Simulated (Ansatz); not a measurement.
**Cd2C (model cell, started as antifluorite): the cell at rest**

Wanted: the relaxed cell of Cd2C (model cell, started as antifluorite).

Method: DFT PBEsol, scalar-relativistic, plane waves, PAW, in Ansatz 0.2.0.

The structure was built from a prototype and need not be the compound's stable phase.

## Step 1: Set-up

The structure is cubic, space group Fm-3m (No. 225). Conventional cell: a = 5.432 Å, b = 5.432 Å, c = 5.432 Å, α = 90.00°, β = 90.00°, γ = 90.00°. C has 8 Cd at 2.35 Å nearest. Cd has 4 C at 2.35 Å nearest. Farther neighbours are not listed.

## Step 2: Probe on a coarse mesh

First a cheap look: the gap decides the mesh and the occupations, the pressure tells how far the cell has to move.

File input.yaml:

```yaml
crystal:
  lattice:
    - [0.0, 2.71586, 2.71586]
    - [2.71586, 0.0, 2.71586]
    - [2.71586, 2.71586, 0.0]
  atoms:
    - { symbol: C, position: [0.0, 0.0, 0.0] }
    - { symbol: Cd, position: [0.25, 0.25, 0.25] }
    - { symbol: Cd, position: [0.75, 0.75, 0.75] }
kpoints:
  mp_grid: { grid: [6, 6, 6] }
hamiltonian:
  xc: pbesol
scf:
  occupations: { method: gaussian, width: 0.1 }
output:
  forces: true
  stress: true
  eigenvalues: true
```

Launch:

```bash
$ ansatz run input.yaml --threads 4 --pin off --max-ram 7168MiB --backend cpu --events-out ev --progress --plain --runs-dir out
```

Numbers of over 12 decimals in the logs are rounded to 6 here.

The program printed:

```text
Engine: ansatz 0.2.0, x86_64-unknown-linux-gnu
Pseudopotentials: kind: paw
Pseudopotential: C, paw, valence charge 4, recommended cutoff 420 eV (normal), C.paw.azcp
Pseudopotential: Cd, paw, valence charge 20, recommended cutoff 420 eV (normal), Cd.paw.azcp
Functional definition: PBEsol
  exchange = pbesol_x
  correlation = pbesol_c
Crystal: 3 atoms, lattice volume = 40.064 Å³
[...]
k-point 0: bands = [... 18 lower, 10.6382, 16.9591, 18.6708, 18.6708, 18.6708, 22.6064, 22.6064, 22.6064, ... 1 higher]
  k-point 1: bands = [... 18 lower, 10.3538, 16.0292, 18.3142, 18.3142, 18.5511, 22.1803, 23.3049, 23.3049, ... 1 higher]
  k-point 2: bands = [... 18 lower, 9.6651, 13.3706, 17.8386, 17.8386, 18.7135, 22.6129, 24.0111, 24.0111, ... 1 higher]
  k-point 15: bands = [... 18 lower, 10.7308, 13.6885, 13.9297, 14.2228, 21.1070, 22.4847, 24.2083, 24.3662, ... 1 higher]
[key lines of the parts left out:]
SCF converged after 6 iterations
Free energy (F): -16610.846706 eV
Fermi energy:    18.503945 eV
P = ⅓ Tr σ = 28.9851 GPa (289.851 kbar)
```

Elapsed: 0.37 s, on 4 threads of AMD EPYC 9R14 (Zen 4), shared host; peak memory 0.35 GiB.

Numbers from this step:

```
pressure          : 28.99 GPa
volume per atom   : 13.35 Å³
gap on the k-mesh : 0 eV
```

The coarse mesh shows no gap and a pressure of 29.0 GPa.

## Step 3: Rough relaxation

A rough relaxation comes first, because large forces or stress need no tight tolerances yet.

Changes to input.yaml since step 2:

```diff
@@ -19 +19,6 @@
   eigenvalues: true
+relax:
+  adjacent_minimum: "off"
+  f_tol: 0.05
+  max_steps: 80
+  cell: { stress_tol: 0.5 }
```

The program printed:

```text
[...]
Crystal: 3 atoms, lattice volume = 40.064 Å³
Basis set: ecut = 420 eV, 749 PW (Γ), exchange–correlation on 54×54×54 points (8 copies of the dense FFT grid, shifted against one another)
Bands: 27, of which v1, the nominal top of the filled ones, is band 22 counted from 1 (21 counted from 0)
Symmetry: 48 space group operations
[...]
k-points: 16 of 216
[...]
--- Relaxed structure (4 steps of the walk, 4 accepted, 1 SCFs on fresh bases) ---
  F+E_penalty+E_count = -16611.46065363 eV   max|allowed force component| = 6.014e-17 eV/Å   (the final SCF, on the basis selected at the relaxed cell)
  cell:  # Å, volume = 48.2419 Å³
    - [0, 2.889337, 2.889337]
    - [2.889337, 0, 2.889337]
    - [2.889337, 2.889337, 0]
  atoms:
    - { symbol: C, position: [0, 0, 0] }
    - { symbol: Cd, position: [0.25, 0.25, 0.25] }
    - { symbol: Cd, position: [0.75, 0.75, 0.75] }
[key lines of the parts left out:]
SCF converged after 6 iterations
Free energy (F): -16611.460654 eV
Fermi energy:    14.303636 eV
P = ⅓ Tr σ = 0.2352 GPa (2.352 kbar)
```

The job ended after 1.5 s (4 threads; peak memory 0.39 GiB; 4.5 s of CPU time).

The steps of the relaxation:

| step | energy less that of the first step (eV) | largest force component (eV/Å) | pressure (GPa) | volume (Å³) |
| --- | --- | --- | --- | --- |
| 1 | 0.0000 | 0.0000 | 28.99 | 40.06 |
| 2 | -0.5744 | 0.0000 | 4.62 | 46.21 |
| 3 | -0.5985 | 0.0000 | 1.32 | 47.60 |
| 4 | -0.6004 | 0.0000 | -0.06 | 48.24 |
| 5* | -0.6139 | 0.0000 | 0.24 | 48.24 |

Relaxation steps marked * repeat the geometry before them on a plane-wave basis chosen anew for their cell, so energy and pressure can jump there.

Forces are held to the 48 operations that the run works with; a distortion that breaks them can't arise in this run.

| conventional cell, symmetrised | before | after | change |
| --- | --- | --- | --- |
| a (Å) | 5.432 | 5.779 | +6.4 % |
| b (Å) | 5.432 | 5.779 | +6.4 % |
| c (Å) | 5.432 | 5.779 | +6.4 % |
| volume (Å³/atom) | 13.35 | 16.08 | +20.4 % |

Final coordinates:

```cif
data_structure
_symmetry_space_group_name_H-M 'P 1'
_symmetry_Int_Tables_number 1
_cell_length_a 4.0861
_cell_length_b 4.0861
_cell_length_c 4.0861
_cell_angle_alpha 60.000
_cell_angle_beta 60.000
_cell_angle_gamma 60.000
_cell_volume 48.24
loop_
_atom_site_label
_atom_site_type_symbol
_atom_site_fract_x
_atom_site_fract_y
_atom_site_fract_z
_atom_site_occupancy
C1 C 0.00000 0.00000 0.00000 1
Cd2 Cd 0.25000 0.25000 0.25000 1
Cd3 Cd 0.75000 0.75000 0.75000 1
```

This step gave:

```
pressure        : 0.2352 GPa
volume per atom : 16.08 Å³
```

In this step the volume went from 13.35 to 16.08 Å³/atom.

## Step 4: Bringing the structure to rest

Harmonic phonons are second derivatives at a point where the forces vanish, and they are wanted at zero stress, so atoms and cell are relaxed first.

input.yaml, the sections that differ from step 3:

```yaml
crystal:
  lattice:
    - [0.0, 2.8893372901, 2.8893372901]
    - [2.8893372901, 0.0, 2.8893372901]
    - [2.8893372901, 2.8893372901, 0.0]
  atoms:
    - { symbol: C, position: [0.0, 0.0, 0.0] }
    - { symbol: Cd, position: [0.25, 0.25, 0.25] }
    - { symbol: Cd, position: [0.75, 0.75, 0.75] }
kpoints:
  mp_grid: { grid: [12, 12, 12] }
relax:
  adjacent_minimum: "off"
  f_tol: 0.005
  max_steps: 80
  cell: { stress_tol: 0.05 }
# hamiltonian, scf, output: as in step 3
```

The program printed:

```text
[...]
Crystal: 3 atoms, lattice volume = 48.242 Å³
Basis set: ecut = 420 eV, 941 PW (Γ), exchange–correlation on 60×60×60 points (8 copies of the dense FFT grid, shifted against one another)
Bands: 27, of which v1, the nominal top of the filled ones, is band 22 counted from 1 (21 counted from 0)
[... 1 set-up line as in the run before ...]
[...]
k-points: 72 of 1728
[...]
SCF iter   1: F=—  HF=-16611.513473 eV  |F-HF|=—  |Δ(HF+E_count)|=         —  Δρ=9.40e-3  dr2=5.38e-2  ethr=1.77e-3  ⟨swp⟩=5.3  Hψ=7058  notcnv=0
[...]
SCF iter   7: F=-16611.499553 eV  HF=-16611.499553 eV  |F-HF|=1.07e-8  |Δ(HF+E_count)|=   2.65e-7  Δρ=5.67e-6  dr2=9.11e-9  ethr=2.27e-10  ⟨swp⟩=7.3  Hψ=7857  notcnv=0
SCF 1 converged in 7 iterations: F = -16611.499553 eV  dr2 = 9.11e-9
[...]
relax step   1: F+E_penalty+E_count = -16611.49955329 eV  Δ(F+E_penalty+E_count) = +0.000e0 eV  max|allowed force component| = 1.696e-17 eV/Å  Δτ_max = 0.0000 Å  P = -0.101 GPa  Ω = 48.242 Å³  (7 SCF iters, dr2 threshold 1.00e-7 eV, accepted)
Crystal: 3 atoms, lattice volume = 48.170 Å³
[...]
SCF iter   4: F=-16611.499628 eV  HF=-16611.499628 eV  |F-HF|=6.18e-10  |Δ(HF+E_count)|=   4.26e-9  Δρ=2.17e-6  dr2=1.37e-9  ethr=5.77e-11  ⟨swp⟩=4.8  Hψ=7314  notcnv=0
SCF 2 converged in 4 iterations: F = -16611.499628 eV  dr2 = 1.37e-9
relax step   2: F+E_penalty+E_count = -16611.49962795 eV  Δ(F+E_penalty+E_count) = -7.466e-5 eV  max|allowed force component| = 3.547e-17 eV/Å  Δτ_max = 0.0000 Å  P = +0.049 GPa  Ω = 48.170 Å³  energy of the carried Pulay correction = +6.313e-5 eV  (4 SCF iters, dr2 threshold 2.54e-8 eV, accepted)
[...]
SCF iter   4: F=-16611.499566 eV  HF=-16611.499566 eV  |F-HF|=3.64e-12  |Δ(HF+E_count)|=  2.18e-11  Δρ=1.85e-7  dr2=3.78e-12  ethr=1.00e-12  ⟨swp⟩=4.0  Hψ=8516  notcnv=0
SCF 3 converged in 4 iterations: F = -16611.499566 eV  dr2 = 3.78e-12
relax step   3: F+E_penalty+E_count = -16611.49956609 eV  Δ(F+E_penalty+E_count) = +6.186e-5 eV  max|allowed force component| = 2.390e-17 eV/Å  Δτ_max = 0.0000 Å  P = +0.049 GPa  Ω = 48.170 Å³  stress off target by 4.85e-2 GPa  SCF on the basis re-selected at this cell (its energy is not comparable with the rows above)  (4 SCF iters)
basis re-selected at this cell: Δ(F+E_penalty+E_count) = +6.186e-5 eV, ΔP = -0.001 GPa vs the last step (what re-selecting the basis moved, of the pressure what is left beyond the Pulay correction that the steps carried, after the strain that the cell walked since its last selection, with what the two solves' SCF thresholds leave and, on support functions, any second-order correction that the steps lacked; it is no m [...]
SCF converged after 4 iterations
Free energy (F): -16611.499566 eV
[...]
Internal energy: -16611.498055 eV  (E = F + TS)
E sigma→0 (E₀):  -16611.498811 eV
Entropy (-TS):   -0.001511 eV (-0.504 meV/atom)
Fermi energy:    14.457126 eV
[...]
--- Stress (GPa, compression-positive) ---
        0.048539      -0.000000      -0.000000
       -0.000000       0.048539      -0.000000
       -0.000000      -0.000000       0.048539
  P = ⅓ Tr σ = 0.0485 GPa (0.485 kbar)
--- Band table (eV; the first three rows and the last of 72) ---
  k-point 0: bands = [... 18 lower, 6.7503, 12.6749, 14.6294, 14.6294, 14.6294, 18.3815, 18.3815, 18.3815, ... 1 higher]
  k-point 1: bands = [... 18 lower, 6.7021, 12.4935, 14.5418, 14.5418, 14.5898, 18.1079, 18.5492, 18.5492, ... 1 higher]
  k-point 2: bands = [... 18 lower, 6.5638, 11.9072, 14.3361, 14.3361, 14.4862, 17.8174, 18.9498, 18.9498, ... 1 higher]
  k-point 71: bands = [... 18 lower, 7.1793, 10.3316, 10.3316, 10.7133, 18.0275, 18.4156, 18.6258, 18.6258, ... 1 higher]
--- Relaxed structure (2 steps of the walk, 2 accepted, 1 SCFs on fresh bases) ---
[...]
cell:  # Å, volume = 48.1703 Å³
    - [0, 2.887906, 2.887906]
    - [2.887906, 0, 2.887906]
    - [2.887906, 2.887906, 0]
  atoms:
    - { symbol: C, position: [0, 0, 0] }
    - { symbol: Cd, position: [0.25, 0.25, 0.25] }
    - { symbol: Cd, position: [0.750000, 0.750000, 0.750000] }
```

Elapsed: 2.2 s, on 4 threads; peak memory 0.47 GiB; 7.3 s of CPU time.

Little changed from the start: no atom moved by 0.005 Å and no cell edge by 0.1 %.

Numbers from this step:

| Item | Value |
| --- | --- |
| pressure | 0.04854 GPa |
| volume per atom | 16.06 Å³ |

In this step the volume went from 16.08 to 16.06 Å³/atom.

## Step 5: Relaxing to small forces for the phonons

Phonons need a cell at rest on their own settings, so the relaxation is repeated with tight tolerances on forces and stress, using the mesh and the filling of the phonon run that follows.

File input.yaml:

```yaml
crystal:
  lattice:
    - [0.0, 2.8879061125, 2.8879061125]
    - [2.8879061125, 0.0, 2.8879061125]
    - [2.8879061125, 2.8879061125, 0.0]
  atoms:
    - { symbol: C, position: [0.0, 0.0, 0.0] }
    - { symbol: Cd, position: [0.25, 0.25, 0.25] }
    - { symbol: Cd, position: [0.75, 0.75, 0.75] }
kpoints:
  mp_grid: { grid: [12, 12, 12] }
hamiltonian:
  xc: pbesol
scf:
  occupations: { method: methfessel_paxton, width: 0.2 }
output:
  forces: true
  stress: true
  eigenvalues: true
  write_density: true
  write_potential: true
  elf: true
  volumetric_format: npy
relax:
  adjacent_minimum: "off"
  f_tol: 0.001
  max_steps: 60
  cell: { stress_tol: 0.01 }
```

The program printed:

```text
[...]
Crystal: 3 atoms, lattice volume = 48.170 Å³
Basis set: ecut = 420 eV, 941 PW (Γ), exchange–correlation on 60×60×60 points (8 copies of the dense FFT grid, shifted against one another)
Bands: 27, of which v1, the nominal top of the filled ones, is band 22 counted from 1 (21 counted from 0)
[... 1 set-up line as in the run before ...]
[...]
k-points: 72 of 1728
[...]
--- Relaxed structure (3 steps of the walk, 3 accepted, 1 SCFs on fresh bases) ---
[...]
cell:  # Å, volume = 48.1932 Å³
    - [0, 2.888365, 2.888365]
    - [2.888365, 0, 2.888365]
    - [2.888365, 2.888365, 0]
  atoms:
    - { symbol: C, position: [0, 0, 0] }
    - { symbol: Cd, position: [0.25, 0.25, 0.25] }
    - { symbol: Cd, position: [0.750000, 0.750000, 0.750000] }
[key lines of the parts left out:]
SCF converged after 5 iterations
Free energy (F): -16611.498759 eV
Fermi energy:    14.444579 eV
P = ⅓ Tr σ = 0.0003 GPa (0.003 kbar)
```

Wall time 2.8 s (4 threads); peak memory 0.48 GiB.

Little changed from the start: no atom moved by 0.005 Å and no cell edge by 0.1 %.

Numbers from this step:

```yaml
pressure: 3.19e-4 GPa
```

Electrostatic potential energy in the ac plane of a cell with a along [110], b along [-110] and c along [001] of the cube at fractional y = 0.000, with atoms of C and Cd within 0.2 Å of it. With pseudopotentials it is smooth inside the atoms' cores, unlike the true potential.

Ten even steps from '0' (-25 eV) to '9' (17 eV), each cell a mean:
```
02898888982005998889950
47986446897458975457985
99963223699999853235899
99853113589999742024799
99853113589999742124799
99974334799999864346899
99997667999999987678999
99999889999999999899999
99998888999999998889999
99986446899999975457999
99963223699999853235899
99853113589999742024799
99853113689999742124799
88974334798889864346898
14897667984127987678972
01799889971004999899940
```
Columns run along a (8.2 Å; values clipped at the 3rd and 97th percentile), rows up along c (5.8 Å), edges of the conventional cell, whose origin can differ from the input's. Atoms in or near the plane, at fractional coordinates: C at (0.00, 0.00), C at (0.50, 0.00), Cd at (0.25, 0.25), Cd at (0.75, 0.25), Cd at (0.25, 0.75), Cd at (0.75, 0.75).

Valence density in the ac plane of a cell with a along [110], b along [-110] and c along [001] of the cube at fractional y = 0.000, with atoms of C and Cd within 0.2 Å of it. It is the smooth field of the valence electrons, not physical close to the nuclei.

Values in e/Å³, 9 rows by 16 columns, each cell a mean:
```
 1  1  0  1  1  0  0  1  1  1  0  1  1  0  0  1
 0  0  1  9 12  3  0  0  0  0  1  9 12  3  0  0
 0  0  2 12 15  4  0  0  0  0  2 12 15  4  0  0
 0  0  0  1  2  1  0  0  0  0  0  1  2  1  0  0
 0  0  0  0  0  0  0  0  0  0  0  0  0  0  0  0
 0  0  1  3  4  1  0  0  0  0  1  3  4  1  0  0
 0  0  2 14 18  4  0  0  0  0  2 14 18  4  0  0
 1  0  1  5  7  2  0  0  1  0  1  5  7  2  0  0
 1  1  0  0  0  0  1  1  1  1  0  0  0  0  1  1
```
Columns run along a (8.2 Å), rows up along c (5.8 Å), edges of the conventional cell, whose origin can differ from the input's. Atoms in or near the plane, at fractional coordinates: C at (0.00, 0.00), C at (0.50, 0.00), Cd at (0.25, 0.25), Cd at (0.75, 0.25), Cd at (0.25, 0.75), Cd at (0.75, 0.75).

ELF in the ac plane of a cell with a along [110], b along [-110] and c along [001] of the cube at fractional y = 0.000, with atoms of C and Cd within 0.2 Å of it. It is the smooth field of the valence electrons, not physical close to the nuclei.

Values, 9 rows by 16 columns, each cell a mean:
```
0.60 0.69 0.30 0.21 0.23 0.24 0.58 0.65 0.60 0.69 0.30 0.21 0.23 0.24 0.58 0.65
0.56 0.33 0.26 0.54 0.62 0.35 0.26 0.52 0.56 0.33 0.26 0.54 0.62 0.35 0.26 0.52
0.17 0.17 0.32 0.62 0.69 0.41 0.19 0.17 0.17 0.17 0.32 0.62 0.69 0.41 0.19 0.17
0.06 0.12 0.20 0.29 0.30 0.22 0.14 0.07 0.06 0.12 0.20 0.29 0.30 0.22 0.14 0.07
0.03 0.08 0.14 0.16 0.16 0.15 0.10 0.04 0.03 0.08 0.14 0.16 0.16 0.15 0.10 0.04
0.08 0.13 0.23 0.37 0.40 0.28 0.16 0.09 0.08 0.13 0.23 0.37 0.40 0.28 0.16 0.09
0.24 0.19 0.33 0.67 0.75 0.43 0.19 0.22 0.24 0.19 0.33 0.67 0.75 0.43 0.19 0.22
0.66 0.44 0.25 0.45 0.50 0.28 0.32 0.63 0.66 0.44 0.25 0.45 0.50 0.28 0.32 0.63
0.44 0.71 0.37 0.19 0.18 0.26 0.66 0.58 0.44 0.71 0.37 0.19 0.18 0.26 0.66 0.58
```
Columns run along a (8.2 Å), rows up along c (5.8 Å), edges of the conventional cell, whose origin can differ from the input's. Atoms in or near the plane, at fractional coordinates: C at (0.00, 0.00), C at (0.50, 0.00), Cd at (0.25, 0.25), Cd at (0.75, 0.25), Cd at (0.25, 0.75), Cd at (0.75, 0.75).

The forces vanish by symmetry and the pressure is 0.000 GPa, within the tolerances set. The cell now holds 16.06 Å³/atom.

## Step 6: Summary of results

| Property | Result |
| --- | --- |
| space group after relaxation (within 0.01 Å) | Fm-3m |
| lattice constant a | 5.777 Å |
| lattice constant b | 5.777 Å |
| lattice constant c | 5.777 Å |
| volume per atom | 16.1 Å³ |

**Reading.** The forces vanish by symmetry and the pressure is 0.000 GPa, within the tolerances set. The cell now holds 16.06 Å³/atom. The relaxation keeps the symmetry of its start, so it says nothing on stability against lower symmetry. The starting cell was built on a prototype and not taken from a measurement, so the phase need not exist.

[Logs are printed without paths, hosts, clocks, repeated set-up lines and the standing remarks that a program may print on its own settings, such as how far it seeks lower states.]

[Hosts, paths, dates, database ids (printed as entryN), source tags and the programs' standing remarks are cut or masked in the printed files.]
